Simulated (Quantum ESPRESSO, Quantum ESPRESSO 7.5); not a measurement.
# Pd(111), 5 layers: k-mesh convergence

Which setting serves for Pd(111), 5 layers? The runs below step through one kind of setting.

Program: Quantum ESPRESSO 7.5. Level of theory: plane-wave DFT, PBE, GBRV ultrasoft pseudopotentials. Results are calculated unless marked as measured.

**1. The structure**

The cell holds 5 atoms: 5 Pd. Its edges and angles: a = 2.751 Å, b = 2.751 Å, c = 24.984 Å, α = 90.0°, β = 90.0°, γ = 60.0°. It derives from Pd. Vacuum lies along c.

**2. SCF with pw.x: 27×27×1 points**

The first run is the reference of the series.

The input, c0.in:

```
&control
  prefix = 'c0'
  outdir = './out'
  pseudo_dir = './pseudo'
  calculation = 'scf'
  tprnfor = .true.
/
&system
  ibrav = 0
  nat = 5
  ntyp = 1
  ecutwfc = 40
  ecutrho = 200
  occupations = 'smearing'
  smearing = 'mv'
  degauss = 0.02
  assume_isolated = 'esm'
  esm_bc = 'bc1'
/
&electrons
  conv_thr = 1e-07
  mixing_beta = 0.4
  electron_maxstep = 120
  mixing_mode = 'local-TF'
/
ATOMIC_SPECIES
  Pd  106.4200  pd_pbe_v1.4.uspp.F.UPF
CELL_PARAMETERS angstrom
  2.75064537881567 0.00000000000000 0.00000000000000
  1.37532268940783 2.38212877485664 0.00000000000000
  0.00000000000000 0.00000000000000 24.98357018859058
ATOMIC_POSITIONS crystal
  Pd  0.666666666700 0.666666666700 -0.179789560114
  Pd  0.000000000000 0.000000000000 -0.089894780057
  Pd  0.333333333300 0.333333333300 0.000000000000
  Pd  0.666666666700 0.666666666700 0.089894780057
  Pd  0.000000000000 0.000000000000 0.179789560114
K_POINTS automatic
  27 27 1 0 0 0
```

On the command line:

```console
OMP_NUM_THREADS=1 mpirun -n 4 pw.x -nk 4 -in c0.in > c0.out
```

The log of the run:

```text
Program PWSCF v.7.5 starts
[citation notice left out]

     Parallel version (MPI & OpenMP), running on       4 processor cores
     Number of MPI processes:                 4
     Threads/MPI process:                     1

     MPI processes distributed on     1 nodes
[...]
Current dimensions of program PWSCF are:
     Max number of different atomic species (ntypx) = 10
     Max number of k-points (npk) =  40000
     Max angular momentum in pseudopotentials (lmaxx) =  4
     Message from routine setup:
     using ibrav=0 with symmetry is DISCOURAGED, use correct ibrav instead

     K-points division:     npool     =       4
     Subspace diagonalization in iterative solution of the eigenvalue problem:
     a serial algorithm will be used

     G-vector sticks info
     --------------------
     sticks:   dense  smooth     PW     G-vecs:    dense   smooth      PW
     Sum         367     301     91                52707    37835    6967

     Using Slab Decomposition

     bravais-lattice index     =            0
     lattice parameter (alat)  =       5.1980  a.u.
     unit-cell volume          =    1104.7168 (a.u.)^3
     number of atoms/cell      =            5
     number of atomic types    =            1
     number of electrons       =        80.00
     number of Kohn-Sham states=           48
     kinetic-energy cutoff     =      40.0000  Ry
     charge density cutoff     =     200.0000  Ry
     scf convergence threshold =      1.0E-07
     mixing beta               =       0.4000
     number of iterations used =            8  local-TF  mixing
     Exchange-correlation=  SLA  PW   PBX  PBC
                           (   1   4   3   4   0   0   0)

     Effective Screening Medium Method
     =================================
     Boundary Conditions: Vacuum-Slab-Vacuum
     total charge in unit cell        =   0.0000
     grid points for fit at edges     =        4

     celldm(1)=   5.197966  celldm(2)=   0.000000  celldm(3)=   0.000000
     celldm(4)=   0.000000  celldm(5)=   0.000000  celldm(6)=   0.000000

     crystal axes: (cart. coord. in units of alat)
               a(1) = (   1.000000   0.000000   0.000000 )
               a(2) = (   0.500000   0.866025   0.000000 )
               a(3) = (   0.000000   0.000000   9.082803 )

     reciprocal axes: (cart. coord. in units 2 pi/alat)
               b(1) = (  1.000000 -0.577350  0.000000 )
               b(2) = (  0.000000  1.154701  0.000000 )
               b(3) = (  0.000000  0.000000  0.110098 )

     PseudoPot. # 1 for Pd read from file:
     ./pseudo/pd_pbe_v1.4.uspp.F.UPF
     Pseudo is Ultrasoft + core correction, Zval = 16.0
     Generated by new atomic code, or converted to UPF format
     Using radial grid of  887 points,  6 beta functions with:
                l(1) =   0
                l(2) =   0
                l(3) =   1
                l(4) =   1
                l(5) =   2
                l(6) =   2
     Q(r) pseudized with  8 coefficients,  rinner =    1.130   1.130   1.130
                                                       1.130   1.130

     atomic species   valence    mass     pseudopotential
     Pd               16.00   106.42000     Pd( 1.00)

     12 Sym. Ops., with inversion, found ( 6 have fractional translation)

   Cartesian axes

     site n.     atom                  positions (alat units)
         1        Pd     tau(   1) = (   1.0000000   0.5773503  -1.6329932  )
         2        Pd     tau(   2) = (   0.0000000   0.0000000  -0.8164966  )
         3        Pd     tau(   3) = (   0.5000000   0.2886751   0.0000000  )
         4        Pd     tau(   4) = (   1.0000000   0.5773503   0.8164966  )
         5        Pd     tau(   5) = (   0.0000000   0.0000000   1.6329932  )

     number of k points=    75  Marzari-Vanderbilt smearing, width (Ry)=  0.0200
                       cart. coord. in units 2pi/alat
        k(    1) = (   0.0000000   0.0000000   0.0000000), wk =   0.0027435
        k(    2) = (   0.0000000   0.0427667   0.0000000), wk =   0.0164609
        k(    3) = (   0.0000000   0.0855334   0.0000000), wk =   0.0164609
        k(    4) = (   0.0000000   0.1283001   0.0000000), wk =   0.0164609
        k(    5) = (   0.0000000   0.1710667   0.0000000), wk =   0.0164609
        k(    6) = (   0.0000000   0.2138334   0.0000000), wk =   0.0164609
        k(    7) = (   0.0000000   0.2566001   0.0000000), wk =   0.0164609
        k(    8) = (   0.0000000   0.2993668   0.0000000), wk =   0.0164609
        k(    9) = (   0.0000000   0.3421335   0.0000000), wk =   0.0164609
        k(   10) = (   0.0000000   0.3849002   0.0000000), wk =   0.0164609
[...]
k(   75) = (   0.3333333  -0.5773503   0.0000000), wk =   0.0054870

     Dense  grid:    52707 G-vectors     FFT dimensions: (  24,  24, 216)

     Smooth grid:    37835 G-vectors     FFT dimensions: (  24,  24, 192)

     Estimated max dynamical RAM per process >     147.52 MB

     Estimated total dynamical RAM >     551.47 MB

     Initial potential from superposition of free atoms

     starting charge      77.5000, renormalised to      80.0000

     negative rho (up, down):  4.120E-01 0.000E+00
     Starting wfcs are   60 randomized atomic wfcs

     total cpu time spent up to now is        3.9 secs

     per-process dynamical memory:   104.7 Mb

     Self-consistent Calculation

     iteration #  1     ecut=    40.00 Ry     beta= 0.40
     Davidson diagonalization with overlap
     ethr =  1.00E-02,  avg # of iterations =  8.0

     negative rho (up, down):  4.371E-01 0.000E+00

     total cpu time spent up to now is       14.0 secs

     total energy              =    -993.53740113 Ry
     estimated scf accuracy    <       9.01352822 Ry

     iteration #  2     ecut=    40.00 Ry     beta= 0.40
[...]
negative rho (up, down):  4.443E-01 0.000E+00

[...]
total energy              =    -993.11789570 Ry
     estimated scf accuracy    <       2.26600090 Ry

     iteration #  3     ecut=    40.00 Ry     beta= 0.40
[...]
negative rho (up, down):  4.537E-01 0.000E+00

[...]
total energy              =    -993.12933897 Ry
     estimated scf accuracy    <       0.61116930 Ry

     iteration #  4     ecut=    40.00 Ry     beta= 0.40
[...]
c_bands:  1 eigenvalues not converged
     c_bands:  1 eigenvalues not converged
     c_bands:  2 eigenvalues not converged
     c_bands:  3 eigenvalues not converged
     c_bands:  3 eigenvalues not converged
[...]
c_bands:  1 eigenvalues not converged
     c_bands:  1 eigenvalues not converged
[...]
negative rho (up, down):  4.150E-01 0.000E+00

[...]
total energy              =    -993.42644553 Ry
     estimated scf accuracy    <       0.00142444 Ry

     iteration # 13     ecut=    40.00 Ry     beta= 0.40
[...]
c_bands:  1 eigenvalues not converged
     c_bands:  1 eigenvalues not converged
     c_bands:  1 eigenvalues not converged
     c_bands:  1 eigenvalues not converged
     c_bands:  1 eigenvalues not converged
     c_bands:  1 eigenvalues not converged
     c_bands:  1 eigenvalues not converged
     c_bands:  1 eigenvalues not converged
     c_bands:  1 eigenvalues not converged
     c_bands:  1 eigenvalues not converged
     c_bands:  2 eigenvalues not converged
     c_bands:  2 eigenvalues not converged
     c_bands:  1 eigenvalues not converged
     c_bands:  1 eigenvalues not converged
     c_bands:  1 eigenvalues not converged
     c_bands:  1 eigenvalues not converged
     c_bands:  1 eigenvalues not converged
[...]
negative rho (up, down):  4.153E-01 0.000E+00

[...]
total energy              =    -993.42773341 Ry
     estimated scf accuracy    <       0.00071320 Ry

     iteration # 14     ecut=    40.00 Ry     beta= 0.40
[...]
c_bands:  1 eigenvalues not converged
     c_bands:  1 eigenvalues not converged
[...]
negative rho (up, down):  4.143E-01 0.000E+00

[...]
total energy              =    -993.42596631 Ry
     estimated scf accuracy    <       0.00088700 Ry

     iteration # 15     ecut=    40.00 Ry     beta= 0.40
[...]
c_bands:  1 eigenvalues not converged
[...]
negative rho (up, down):  4.145E-01 0.000E+00

[...]
total energy              =    -993.42681586 Ry
     estimated scf accuracy    <       0.00023836 Ry

     iteration # 16     ecut=    40.00 Ry     beta= 0.40
[...]
negative rho (up, down):  4.150E-01 0.000E+00

[...]
total energy              =    -993.42728825 Ry
     estimated scf accuracy    <       0.00008039 Ry

     iteration # 17     ecut=    40.00 Ry     beta= 0.40
[...]
negative rho (up, down):  4.147E-01 0.000E+00

[...]
total energy              =    -993.42706537 Ry
     estimated scf accuracy    <       0.00003734 Ry

     iteration # 18     ecut=    40.00 Ry     beta= 0.40
[...]
negative rho (up, down):  4.146E-01 0.000E+00

[...]
total energy              =    -993.42700129 Ry
     estimated scf accuracy    <       0.00000878 Ry

     iteration # 19     ecut=    40.00 Ry     beta= 0.40
[...]
c_bands:  1 eigenvalues not converged
[...]
negative rho (up, down):  4.146E-01 0.000E+00

[...]
total energy              =    -993.42693546 Ry
     estimated scf accuracy    <       0.00000182 Ry

     iteration # 20     ecut=    40.00 Ry     beta= 0.40
[...]
negative rho (up, down):  4.146E-01 0.000E+00

[...]
End of self-consistent calculation

          k = 0.0000 0.0000 0.0000 (  4655 PWs)   bands (ev):

   -55.3222 -55.1492 -55.0299 -55.0130 -55.0130 -54.9576 -54.9576 -54.9496
   -54.9496 -54.6703 -54.6703 -54.6703 -54.6703 -54.5510 -54.5498 -12.1103
   -11.2690 -10.5816 -10.2909 -10.2099  -8.1833  -8.0850  -8.0813  -8.0813
    -8.0012  -8.0012  -7.8831  -7.8831  -7.6548  -7.6264  -7.6264  -7.5996
    -7.5996  -6.5107  -6.5107  -6.4329  -6.3745  -6.3745  -6.0198  -6.0198
    -5.5446  -5.5446  -5.3148  -5.3148  -4.5803  -3.8820  -0.4066   0.0316

          k = 0.0000 0.0428 0.0000 (  4679 PWs)   bands (ev):

   -55.3208 -55.1491 -55.0308 -55.0166 -55.0142 -54.9612 -54.9587 -54.9541
   -54.9506 -54.6745 -54.6745 -54.6713 -54.6713 -54.5505 -54.5494 -12.0661
   -11.2263 -10.5436 -10.2519 -10.1723  -8.2000  -8.1580  -8.1055  -8.0528
    -7.9810  -7.9519  -7.9081  -7.8545  -7.7127  -7.6167  -7.6019  -7.5862
    -7.5716  -6.6295  -6.5439  -6.5339  -6.3618  -6.3399  -6.0198  -5.8795
    -5.6639  -5.5440  -5.4138  -5.3128  -4.4096  -3.6825  -0.3703   0.0705

          k = 0.0000 0.0855 0.0000 (  4697 PWs)   bands (ev):

   -55.3170 -55.1493 -55.0345 -55.0266 -55.0177 -54.9716 -54.9668 -54.9618
   -54.9533 -54.6869 -54.6869 -54.6744 -54.6744 -54.5492 -54.5482 -11.9355
   -11.1009 -10.4333 -10.1378 -10.0632  -8.2924  -8.2524  -8.1751  -7.9682
    -7.9563  -7.9230  -7.9163  -7.7778  -7.7698  -7.6559  -7.5713  -7.5303
    -7.4888  -6.9217  -6.6129  -6.6075  -6.3486  -6.2958  -6.0194  -5.9509
    -5.8401  -5.5427  -5.3438  -5.3068  -4.0396  -3.2251  -0.2616   0.1872

          k = 0.0000 0.1283 0.0000 (  4723 PWs)   bands (ev):

   -55.3107 -55.1505 -55.0465 -55.0369 -55.0234 -54.9896 -54.9842 -54.9669
   -54.9576 -54.7068 -54.7067 -54.6793 -54.6793 -54.5471 -54.5463 -11.7249
   -10.9026 -10.2634  -9.9595  -9.8944  -8.4526  -8.3566  -8.2799  -8.0194
    -7.9564  -7.8377  -7.8294  -7.8051  -7.6870  -7.6318  -7.5833  -7.4200
    -7.3541  -7.2012  -6.7036  -6.6833  -6.3743  -6.3488  -6.1774  -6.0186
    -5.9129  -5.5415  -5.2977  -5.0304  -3.5974  -2.6577  -0.0816   0.3822

          k = 0.0000 0.1711 0.0000 (  4717 PWs)   bands (ev):

   -55.3026 -55.1547 -55.0661 -55.0484 -55.0309 -55.0163 -54.9999 -54.9735
   -54.9634 -54.7329 -54.7327 -54.6857 -54.6857 -54.5445 -54.5439 -11.4468
   -10.6516 -10.0610  -9.7466  -9.6827  -8.6494  -8.4617  -8.4065  -8.1641
    -7.9931  -7.8068  -7.7392  -7.7182  -7.6457  -7.5722  -7.4461  -7.4227
    -7.2910  -7.1725  -6.8386  -6.7218  -6.5623  -6.3519  -6.3480  -6.0182
    -5.8006  -5.5413  -5.2866  -4.6759  -3.1232  -2.0383   0.1688   0.6560

          k = 0.0000 0.2138 0.0000 (  4725 PWs)   bands (ev):

   -55.2932 -55.1654 -55.0866 -55.0662 -55.0473 -55.0397 -55.0122 -54.9815
   -54.9703 -54.7637 -54.7633 -54.6934 -54.6934 -54.5414 -54.5410 -11.1226
   -10.3850  -9.8798  -9.5579  -9.4486  -8.8656  -8.5568  -8.5224  -8.3449
    -7.9549  -7.8421  -7.7043  -7.6620  -7.6594  -7.4247  -7.4230  -7.2318
    -7.1719  -6.9997  -6.9519  -6.7331  -6.6783  -6.4016  -6.3353  -6.0151
    -5.6247  -5.5427  -5.2745  -4.3070  -2.6315  -1.3919   0.4881   1.0089

[...]
the Fermi energy is    -5.2334 ev

!    total energy              =    -993.42691545 Ry
     estimated scf accuracy    <       0.00000006 Ry
     smearing contrib. (-TS)   =       0.00032672 Ry
     internal energy E=F+TS    =    -993.42724216 Ry

     The total energy is F=E-TS. E is the sum of the following terms:
     one-electron contribution =   23749.65374577 Ry
     hartree contribution      =  -11875.67366970 Ry
     xc contribution           =    -156.74722585 Ry
     ewald contribution        =  -12710.66009238 Ry

     convergence has been achieved in  20 iterations

     negative rho (up, down):  4.146E-01 0.000E+00

     Forces acting on atoms (cartesian axes, Ry/au):

     atom    1 type  1   force =    -0.00000000    0.00000000   -0.01390886
     atom    2 type  1   force =     0.00000000    0.00000000    0.00387359
     atom    3 type  1   force =    -0.00000000    0.00000000    0.00000000
     atom    4 type  1   force =     0.00000000   -0.00000000   -0.00387359
     atom    5 type  1   force =     0.00000000    0.00000000    0.01390886

     Total force =     0.020419     Total SCF correction =     0.001539

[...]
=------------------------------------------------------------------------------=
   JOB DONE.
=------------------------------------------------------------------------------=
[...]
```

Wall time 4.1 min (4 MPI ranks of Arm Neoverse V1, shared host); peak memory 0.71 GiB; 16 min of CPU time.

Read from the output:

```
free energy                                                    : -13516.2618 eV
Fermi energy                                                   : -5.233 eV
vacuum line at the lower end of the cell, over the Fermi level : 5.233 eV
vacuum line at the upper end of the cell, over the Fermi level : 5.233 eV
```

The potential energy, planar mean oscillates, so the rows of the table below give means over windows of 2.19 Å about each position, cut where the curve ends. Its maxima inside the range that stand out by 2 % of the span (Å: eV): -3.4: 0.806, -1.2: 0.573, 1.2: 0.573, 3.4: 0.806. Its minima: -4.5: -12.0, -2.2: -12.1, 0.0: -12.1, 2.2: -12.1, 4.5: -12.0.

Electrostatic potential energy of an electron; zero at the Fermi level. Table of potential energy, planar mean by z; means over each step:

| z (Å) | potential energy, planar mean (eV) |
| --- | --- |
| -11.39 | 5.23 |
| -9.21 | 5.23 |
| -7.02 | 5.04 |
| -4.83 | -5.21 |
| -2.64 | -6.02 |
| -0.45 | -6.10 |
| 1.74 | -6.05 |
| 3.93 | -5.82 |
| 6.12 | 3.02 |
| 8.31 | 5.23 |
| 10.50 | 5.23 |

The program's own clock; routines nest. Time by routine:

| routine | wall time (s) | calls |
| --- | --- | --- |
| PWSCF | 242.7 | 1 |
| electrons | 237.9 | 1 |
| c_bands | 208.6 | 20 |
| cegterg | 178.3 | 380 |
| h_psi | 117 | 4041 |
| fftw | 102.6 | 125702 |
| vloc_psi | 95.61 | 4041 |
| sum_band | 21.6 | 20 |
| calbec | 13.69 | 4497 |
| add_vuspsi | 10.18 | 4041 |
| h_psi:calbec | 10.04 | 4041 |
| s_psi | 9.83 | 4041 |
| cdiaghg | 9.07 | 4022 |
| mix_rho | 5.48 | 20 |

The vacuum levels are read from the outermost 0.7 Å of the cell on either side.

The run needed 20 iterations to bring the estimated error under 1e-07 Ry; the largest force on any atom, held or free, is 0.36 eV/Å.

Inside the slab this potential holds the local part of the pseudopotentials, which can be repulsive at the nuclei; only its value in the vacuum has a meaning of its own.

**3. Ground state: 19×19×1 points**

c1.in, as its differences from the input of step 2:

```diff
@@ -1,3 +1,3 @@
 &control
-  prefix = 'c0'
+  prefix = 'c1'
   outdir = './out'
@@ -38,2 +38,2 @@
 K_POINTS automatic
-  27 27 1 0 0 0
+  19 19 1 0 0 0
```

On the command line:

```console
OMP_NUM_THREADS=1 mpirun -n 4 pw.x -nk 4 -in c1.in > c1.out
```

The log of the run:

```text
[banner, memory and clock lines left out]
Program PWSCF v.7.5 starts
[...]
Message from routine setup:
[...]
number of electrons       =        80.00
     number of Kohn-Sham states=           48
     kinetic-energy cutoff     =      40.0000  Ry
     charge density cutoff     =     200.0000  Ry
[...]
number of k points=    40  Marzari-Vanderbilt smearing, width (Ry)=  0.0200
[...]
Dense  grid:    52707 G-vectors     FFT dimensions: (  24,  24, 216)
[...]
negative rho (up, down):  4.120E-01 0.000E+00
     Starting wfcs are   60 randomized atomic wfcs
[...]
negative rho (up, down):  4.374E-01 0.000E+00
[...]
estimated scf accuracy    <       9.07192884 Ry
[...]
negative rho (up, down):  4.441E-01 0.000E+00
[...]
estimated scf accuracy    <       2.26512839 Ry
[...]
negative rho (up, down):  4.535E-01 0.000E+00
[...]
estimated scf accuracy    <       0.63370936 Ry
[...]
negative rho (up, down):  4.552E-01 0.000E+00
[...]
estimated scf accuracy    <       0.09143423 Ry
[...]
negative rho (up, down):  4.571E-01 0.000E+00
[...]
estimated scf accuracy    <       0.03183200 Ry
[...]
negative rho (up, down):  4.613E-01 0.000E+00
[...]
estimated scf accuracy    <       0.00855689 Ry
[...]
negative rho (up, down):  4.595E-01 0.000E+00
[...]
estimated scf accuracy    <       0.03023192 Ry
[...]
negative rho (up, down):  4.474E-01 0.000E+00
[...]
estimated scf accuracy    <       0.01370375 Ry
[...]
negative rho (up, down):  4.219E-01 0.000E+00
[...]
estimated scf accuracy    <       0.00594345 Ry
[...]
negative rho (up, down):  4.205E-01 0.000E+00
[...]
estimated scf accuracy    <       0.00438616 Ry
[...]
negative rho (up, down):  4.170E-01 0.000E+00
[...]
estimated scf accuracy    <       0.00560548 Ry
[...]
negative rho (up, down):  4.282E-01 0.000E+00
[...]
estimated scf accuracy    <       0.00684615 Ry
[...]
negative rho (up, down):  4.161E-01 0.000E+00
[...]
estimated scf accuracy    <       0.01454104 Ry
[...]
negative rho (up, down):  4.144E-01 0.000E+00
[...]
estimated scf accuracy    <       0.00248851 Ry
[...]
negative rho (up, down):  4.148E-01 0.000E+00
[...]
estimated scf accuracy    <       0.00106443 Ry
[...]
negative rho (up, down):  4.150E-01 0.000E+00
[...]
estimated scf accuracy    <       0.00013954 Ry
[...]
negative rho (up, down):  4.146E-01 0.000E+00
[...]
estimated scf accuracy    <       0.00001716 Ry
[...]
negative rho (up, down):  4.145E-01 0.000E+00
[...]
estimated scf accuracy    <       0.00000051 Ry
[...]
negative rho (up, down):  4.146E-01 0.000E+00
[...]
estimated scf accuracy    <       0.00000048 Ry
[...]
negative rho (up, down):  4.146E-01 0.000E+00
[...]
the Fermi energy is    -5.2247 ev
!    total energy              =    -993.42697714 Ry
     estimated scf accuracy    <       0.00000007 Ry
     smearing contrib. (-TS)   =       0.00036763 Ry
     internal energy E=F+TS    =    -993.42734477 Ry
[...]
one-electron contribution =   23749.69483086 Ry
     hartree contribution      =  -11875.71300513 Ry
     xc contribution           =    -156.74907811 Ry
     ewald contribution        =  -12710.66009238 Ry
     convergence has been achieved in  20 iterations
     negative rho (up, down):  4.146E-01 0.000E+00
[...]
Total force =     0.021261     Total SCF correction =     0.000845
[...]
```

Elapsed: 2.4 min, on 4 MPI ranks; peak memory 0.53 GiB; 9.6 min of CPU time.

This step gave:

* free energy: -13516.2626 eV
* Fermi energy: -5.225 eV
* vacuum line at the lower end of the cell, over the Fermi level: 5.225 eV
* vacuum line at the upper end of the cell, over the Fermi level: 5.225 eV

The program's own clock; routines nest. Time by routine:

| routine | wall time (s) | calls |
| --- | --- | --- |
| PWSCF | 144.1 | 1 |
| electrons | 141.3 | 1 |
| c_bands | 121.8 | 20 |
| cegterg | 103.2 | 200 |
| h_psi | 67.03 | 2104 |
| fftw | 57.85 | 72294 |
| vloc_psi | 54.88 | 2104 |
| sum_band | 11.89 | 20 |
| calbec | 7.66 | 2344 |
| add_vuspsi | 5.78 | 2104 |
| h_psi:calbec | 5.74 | 2104 |
| s_psi | 5.62 | 2104 |
| mix_rho | 5.47 | 20 |
| cdiaghg | 5 | 2094 |

Counted from each run's own zero (the Fermi level), the vacuum level differs from the first run's by -9 meV.

(Part 1 of 2 ends here.)

[Logs are printed without paths, hosts, clocks, repeated set-up lines and the standing remarks that a program may print on its own settings, such as how far it seeks lower states.]

[Hosts, paths, dates, database ids (printed as entryN), source tags and the programs' standing remarks are cut or masked in the printed files.]

[Maps of the electrostatic potential energy from Ansatz leave out the sawtooth potential of an applied field or a dipole correction, so their vacuum need not be flat; planar profiles and work functions include it.]
